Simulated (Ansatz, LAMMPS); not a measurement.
# Glassy 97GeO2-3Na2O (mol %) (93 atoms): where an added charge goes: runs compared

Aim: add and remove one electron in glassy 97GeO2-3Na2O (mol %) (93 atoms), with atoms held and relaxed, and read trapping energy and localisation.

Computed with Ansatz 0.2.0: Kohn-Sham DFT, PBE, PAW (set soft_2), plane waves.

### Step 1. The cell as built

The cell holds 93 atoms: 30 Ge, 2 Na and 61 O. Cell: a = 11.329 Å, b = 11.329 Å, c = 11.329 Å, α = 90.0°, β = 90.0°, γ = 90.0°. 93 atoms (30 Ge, 2 Na, 61 O) placed at random at 3.66 g/cm³, melted at 4000 K for 10 ps at fixed volume with the Morse and Coulomb pair potential with partial charges (Pedone, Malavasi, Menziani, Cormack and Segre, J. Phys. Chem. B 110, 11780 (2006)). Quenched from 4000 K to 300 K at 60 K/ps and fixed volume, held 10 ps at zero pressure.

What the set-up can't give: The quench rate of 60 K/ps far exceeds what a furnace or splat quench reaches, so expect more defects and frozen-in strain than in a real sample. The network of bonds at the start is that of the classical potential that made the cell, and needn't be the one that DFT or experiment would give. Sampling is at Γ alone, for a cell whose shortest periodic width is 11 Å.

### Step 2. The reference run

The reference is a single point at the end of the relaxation.

The charged cells start from the geometry of this run, on a uniform background, with spin and a narrow Fermi–Dirac smearing.

Its input, with most atom lines left out:

```yaml
crystal:
  lattice:
    - [11.32922, 0.0, 0.0]
    - [0.0, 11.32922, 0.0]
    - [0.0, 0.0, 11.32922]
  atoms:
    - { symbol: Ge, position: [0.73668, 0.08448, 0.42961] }
    - { symbol: Ge, position: [0.02376, 0.48025, 0.17772] }
    - { symbol: Ge, position: [0.92719, 0.4483, 0.53715] }
    - { symbol: Ge, position: [0.02577, 0.13047, 0.11132] }
    - { symbol: Ge, position: [0.21911, 0.94827, 0.73859] }
    - { symbol: Ge, position: [0.15899, 0.62914, 0.50033] }
    - { symbol: Ge, position: [0.13365, 0.85994, 0.07931] }
    [... atom lines 8 to 93 left out ...]
kpoints:
  mp_grid: { grid: [1, 1, 1] }
hamiltonian:
  xc: pbe
scf:
  occupations: { method: fermi_dirac, width: 0.025 }
output:
  forces: true
  stress: true
  populations: intrinsic
  dos:
    method: { smearing: { sigma: 0.15 } }
    de: 0.1
    projected: { site_lists: { Ge: [Ge], Na: [Na], O: [O] } }
  eigenvalues: true
  write_density: true
  write_potential: true
  volumetric_format: npy
```

* free energy per atom: -1789.5223 eV/atom
* r.m.s. force component: 0.00526 eV/Å
* pressure: -2.335 GPa

Filled and empty levels are parted by 1.46 eV (at Γ alone); a semilocal functional tends to put such gaps too low. In a disordered cell it changes from sample to sample, and tail or defect levels can set it.

### Step 3. The runs

Each row is one run, on 4 threads of Intel Xeon Platinum 8488C (Sapphire Rapids), shared host. The free energy is the program's total, comparable only between runs with the same functional, potentials and atoms; between charge states it hangs on the program's zero of potential.

| run | atoms | outcome | ionic steps, all passes | free energy (eV) | time | host memory (GiB) |
| --- | --- | --- | --- | --- | --- | --- |
| Single point at the start | 93 | converged | - | -166413.382 | 26 s | 2.2 |
| Relaxation | 93 | converged | 25 | -166425.571 | 5.8 min | 2.1 |
| Single point at the relaxed geometry | 93 | converged | - | -166425.571 | 30 s | 2.2 |
| An extra electron, atoms held | 93 | converged | - | -166420.551 | 93 s | 3.7 |
| An extra electron, atoms relaxed | 93 | converged | 3 | -166420.573 | 2.6 min | 3.6 |
| An extra electron, levels at the relaxed geometry | 93 | converged | - | -166420.573 | 85 s | 3.7 |
| Neutral at the geometry of the electron | 93 | converged | - | -166425.548 | 27 s | 2.2 |
| An extra hole, atoms held | 93 | converged | - | -166428.432 | 2.1 min | 3.7 |
| An extra hole, atoms relaxed | 93 | converged | 7 | -166428.649 | 5.3 min | 3.6 |
| An extra hole, levels at the relaxed geometry | 93 | converged | - | -166428.649 | 86 s | 3.7 |
| Neutral at the geometry of the hole | 93 | converged | - | -166425.117 | 25 s | 2.2 |

In some runs the program notes that the exchange-correlation potential is rough where the density is thin.

Local excerpt of 8 atoms (numbers count through the whole input) about O73, which holds the most spin of the extra hole after relaxation; x, y, z are measured from there.

| atom | x | y | z | distance (Å) | Löwdin charge (e) | moment (μB) |
| --- | --- | --- | --- | --- | --- | --- |
| O73 | 0.00 | 0.00 | 0.00 | 0.00 | -0.56 | 0.49 |
| Ge11 | -0.60 | 1.57 | 0.53 | 1.76 | 1.56 | 0.00 |
| Na32 | -0.91 | -1.97 | -0.99 | 2.38 | 0.82 | 0.00 |
| O86 | 1.16 | 0.22 | -2.66 | 2.91 | -0.70 | 0.05 |
| O53 | -1.94 | 1.44 | 1.69 | 2.95 | -0.77 | 0.02 |
| O80 | -1.53 | 2.41 | -0.73 | 2.95 | -0.74 | 0.03 |
| O79 | 0.68 | 2.66 | 1.11 | 2.96 | -0.71 | 0.00 |
| O39 | 2.06 | -1.64 | 1.58 | 3.07 | -0.72 | 0.01 |

### Step 4. Energies and spread of the extra charge

Energies are differences within one cell and functional; the shift is the gain plus the neutral cell's energy at the new geometry, that is how much cheaper the vertical process becomes there. The spread is the participation number of the site moments (1/Σw², over the spin inside atomic spheres), with the atom that holds the largest share and the spin that the spheres hold in all.

```csv
carrier,"charged less neutral, atoms held (eV)",gain on relaxing (eV),"neutral cell at that geometry, less the reference (eV)",shift of the vertical energy (eV),"spread, atoms held","spread, relaxed"
electron,5.020,0.022,0.022,0.045,73; O41 3 % of 0.19 μB,70; O41 3 % of 0.25 μB
hole,-2.862,0.216,0.453,0.670,8; O73 30 % of 0.82 μB,3; O73 59 % of 0.82 μB
```

### Step 5. Findings

The extra electron gains 0.022 eV as the atoms relax, and its spin stays on about 70 atoms: it stays spread out at this level. The cell with the electron keeps a moment of only 0.54 μB where one unpaired electron should give 1 μB: the carrier is shared between both spins, which can hide trapping. With the atoms held, the spheres hold only 0.19 of the 0.41 μB, so the spread is read from a small part of the spin. The extra hole gains 0.22 eV as the atoms relax, and its spin goes from about 8 to 3 atoms: the atoms trap it, with the largest share on O73. The O73–O86 distance goes from 3.12 to 2.91 Å. The hole is shared among 2 partly filled levels, as near-degenerate levels under the smearing give, and as self-interaction favours. Adding the two vertical energies gives 2.16 eV, against a gap of 1.46 eV in the neutral cell. The zero of the potential cancels in this sum; the excess isn't taken apart here: charging of a small cell, filling of bands on a coarse mesh and the attraction to the background can all enter.

**Limits.** Single energies of charged cells hang on the program's zero of potential. In the spin-polarised runs the search for a state of lower energy was switched off. No distortion was seeded, so a trapped state behind a barrier can't be found. Local and semilocal functionals favour spread-out charges, so trapping can be missed. The stress is far from hydrostatic: its diagonal is -1.8, -0.1, -5.1 GPa, compression counted positive. The pressure of -2.3 GPa shows the cell to be stretched for this functional. Charged cells carry a uniform background, with no correction for images.

The DFT runs together took 22 min of wall time.

[Logs are printed without paths, hosts, clocks, repeated set-up lines and the standing remarks that a program may print on its own settings, such as how far it seeks lower states.]

[Hosts, paths, dates, database ids (printed as entryN), source tags and the programs' standing remarks are cut or masked in the printed files.]
